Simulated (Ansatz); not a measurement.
# KCl (Sylvite): optical spectrum from first principles, part 2 of 2

Aim: the dielectric function of KCl (Sylvite), and the optical constants that follow from it.

Ansatz 0.2.0; DFT, PBE, plane-wave PAW, default files, scalar-relativistic, independent-particle optical response without local fields.

So far. Step 2 (Ground state and bands): There is a gap, 5.19 eV on the path, so no carriers' term is needed. The cell is left with a pressure of 0.8 GPa, as it stands unrelaxed at this level.

**3. Spectrum (continued)**

At chosen wavelengths:

| wavelength (nm) | n | k | R (%) | 1/α |
| --- | --- | --- | --- | --- |
| 1064 | 1.61 | 0.000 | 5.5 | over 1 mm |
| 800 | 1.62 | 0.000 | 5.5 | over 1 mm |
| 532 | 1.63 | 0.000 | 5.8 | over 1 mm |
| 450 | 1.65 | 0.000 | 6.0 | over 1 mm |
| 405 | 1.66 | 0.000 | 6.1 | over 1 mm |
| 365 | 1.67 | 0.000 | 6.4 | over 1 mm |
| 193 | 2.01 | 0.190 | 11.6 | 81 nm |

Rows near the edge hang on the gap, which this functional as a rule makes too small, and phonon-assisted absorption is left out.

Through 1 µm of it, D65 light comes out colourless (x = 0.313, y = 0.330; 89 % transmitted).

The first strong peak, at 8.00 eV, fits the second-highest filled and the lowest empty band, which run nearly parallel at that distance over 86 % of L–U; the match rests on energies alone.

The f-sum over the summed bands holds 12.2 of the cell's 16 electrons outside the frozen cores, 10 of which lie in bands more than 12 eV below the Fermi level, whose transitions come at higher energies. Up to 22 eV the strength has a mean oscillator energy of 12.0 eV, close to the main peak.

**4. Static response with local fields**

A static field by perturbation theory: the induced potential is included, and the Born charges come with it.

This step: DFT, PBE, plane-wave PAW, default files, scalar-relativistic, static field response by perturbation theory with local fields (Ansatz 0.2.0).

Contents of input.yaml:

```yaml
crystal:
  lattice:
    - [0.0, 3.14647, 3.14647]
    - [3.14647, 0.0, 3.14647]
    - [3.14647, 3.14647, 0.0]
  atoms:
    - { symbol: K, position: [0.0, 0.0, 0.0] }
    - { symbol: Cl, position: [0.5, 0.5, 0.5] }
kpoints:
  mp_grid: { grid: [6, 6, 6] }
scf:
  occupations: { method: fixed }
hamiltonian:
  xc: pbe
  pseudopotentials: { kind: paw }
dielectric: {}
```

Command:

```
ansatz run input.yaml --threads 4 --pin off --max-ram 8192MiB --backend cpu --events-out ev --progress --plain --runs-dir out
```

Numbers of over 12 decimals in the logs are rounded to 6 here.

Log:

```text
[...]
Crystal: 2 atoms, lattice volume = 62.302 Å³
Basis set: ecut = 420 eV, 1243 PW (Γ), exchange–correlation on 60×60×60 points (8 copies of the dense FFT grid, shifted against one another)
Bands: 12, of which v1, the nominal top of the filled ones, is band 8 counted from 1 (7 counted from 0)
Symmetry: 48 space group operations
k-points: 30 of 216 (irreducible under 8 space group operations, time reversal used)
[...]
SCF iter   1: F=—  HF=-2621.220252 eV  |F-HF|=—  |Δ(HF+E_count)|=         —  Δρ=2.13e-4  dr2=1.73e-5  ethr=1.77e-3  ⟨swp⟩=4.5  Hψ=1953  notcnv=0  defer=44
[...]
SCF iter   8: F=-2621.220065 eV  HF=-2621.220065 eV  |F-HF|=3.00e-11  |Δ(HF+E_count)|=  8.00e-11  Δρ=2.08e-7  dr2=3.82e-11  ethr=1.00e-12  ⟨swp⟩=4.5  Hψ=1471  notcnv=0
SCF 1 converged in 8 iterations: F = -2621.220065 eV  dr2 = 3.82e-11
[...]
DFPT response loops at Γ: preconditioner auto → none (the input reference at scf.mixing.eps_inf says where Resta's filter doesn't serve); β = 0.50; Broyden in place of MSR1
SCF converged after 8 iterations
Free energy (F): -2621.220065 eV
[...]
Internal energy: -2621.220065 eV  (E = F + TS)
E sigma→0 (E₀):  -2621.220065 eV
Fermi energy:    0.853490 eV
[...]
--- Band table (eV; the first three rows and the last of 30) ---
  k-point 0: bands = [... 4 lower, -9.7996, 0.8535, 0.8535, 0.8535, 6.0425, 9.2167, 9.2167, 9.2167]
  k-point 1: bands = [... 4 lower, -9.7349, 0.5400, 0.7677, 0.7677, 6.6771, 9.0484, 9.5582, 9.5582]
  k-point 2: bands = [... 4 lower, -9.6155, 0.0237, 0.6054, 0.6054, 7.9022, 9.1160, 10.4836, 10.4836]
  k-point 29: bands = [... 4 lower, -9.7453, 0.2830, 0.4310, 0.4960, 8.1014, 9.7692, 9.9173, 10.9949]
--- Dielectric response (ions clamped): 1 representative field direction + reference, on 30 of 216 k-points (Σ response iterations 8) ---
  k mesh reduced under 8 symmetry operations, with k and −k counted as one. Each operation leaves every solved perturbation unchanged. A smaller set is not considered because the run solves the response to a homogeneous field
  ε∞ (high-frequency dielectric tensor):
        2.322385    -0.000000     0.000000
        0.000000     2.322385    -0.000000
        0.000000     0.000000     2.322385
  Born effective charges Z* (e; rows j = field, columns β = displacement):
    site 0:
         1.12520   -0.00000    0.00000
        -0.00000    1.12520   -0.00000
        -0.00000   -0.00000    1.12520
    site 1:
        -1.12520    0.00000    0.00000
         0.00000   -1.12520    0.00000
         0.00000    0.00000   -1.12520
  Z* charge neutrality: 1.719e-6 e pre-enforcement
  k-mesh period / interband length: 26.7 Å / 1.16 Å = 22.93 at k = (0.0000, 0.0000, 0.0000), direct gap 5.189 eV — 14 or more, which is no proof of convergence
```

It took 0.87 s on 4 threads of AMD EPYC 9R45, shared host; peak memory 0.43 GiB.

Numbers from this step:

| Quantity | Value |
| --- | --- |
| electronic dielectric constant ε∞, mean over x, y and z (by symmetry where fewer were run) | 2.322 |

ε∞ with local fields:

```
2.32 0.00 0.00
0.00 2.32 0.00
0.00 0.00 2.32
```

Diagonal elements. Born, by row:

| atom | Z*xx (e) | Z*yy (e) | Z*zz (e) |
| --- | --- | --- | --- |
| K1 | 1.125 | 1.125 | 1.125 |
| Cl2 | -1.125 | -1.125 | -1.125 |

Mean Born charges are K +1.13 and Cl -1.13, against formal valences of +1 and -1. The largest lies a little above its ionic value.

**5. Summary of results**

* gap on the path: 5.19 eV
* least direct gap on the path: 5.19 eV
* electronic dielectric constant ε∞, mean over x, y and z (by symmetry where fewer were run) (independent particles): 2.57
* absorption onset, first axis (α over 10⁴ cm⁻¹, or the direct gap if that lies higher): 5.19 eV
* main peak of Im epsilon, first axis: 10.2 eV
* electronic dielectric constant ε∞, mean over x, y and z (by symmetry where fewer were run) (static response with local fields): 2.32

In words: At this level (PBE, independent particles) KCl has ε∞ = 2.57 (2.32 with local fields) and n = 1.61 at 1550 nm; absorption sets in near 5.2 eV, and Im ε peaks at 10.2 eV. The gap on the path is direct, 5.19 eV. Absorption passes 10⁴ cm⁻¹ from the direct gap on, 5.19 eV, in the ultraviolet, so the visible is passed. Distinct maxima of Im ε, read by a parabola through the highest points, lie at 8.00 eV (4.6), 8.61 eV (2.6), 10.20 eV (4.9) and 20.94 eV (2.7). The first strong peak, at 8.00 eV, fits the second-highest filled and the lowest empty band, which run nearly parallel at that distance over 86 % of L–U; the match rests on energies alone. Through 1 µm of it, D65 light comes out colourless (x = 0.313, y = 0.330; 89 % transmitted). With local fields and the functional's kernel the static response is 2.32 against 2.57 for independent particles (-10 %). In the base spectrum excitons and phonon-assisted transitions are missing, and so are local fields; PBE gaps are as a rule too small, which pulls the onset down and ε∞ up. In the base run ε includes the program's bounded estimate of what the bands above those summed add.

[Logs are printed without paths, hosts, clocks, repeated set-up lines and the standing remarks that a program may print on its own settings, such as how far it seeks lower states.]

[Hosts, paths, dates, database ids (printed as entryN), source tags and the programs' standing remarks are cut or masked in the printed files.]
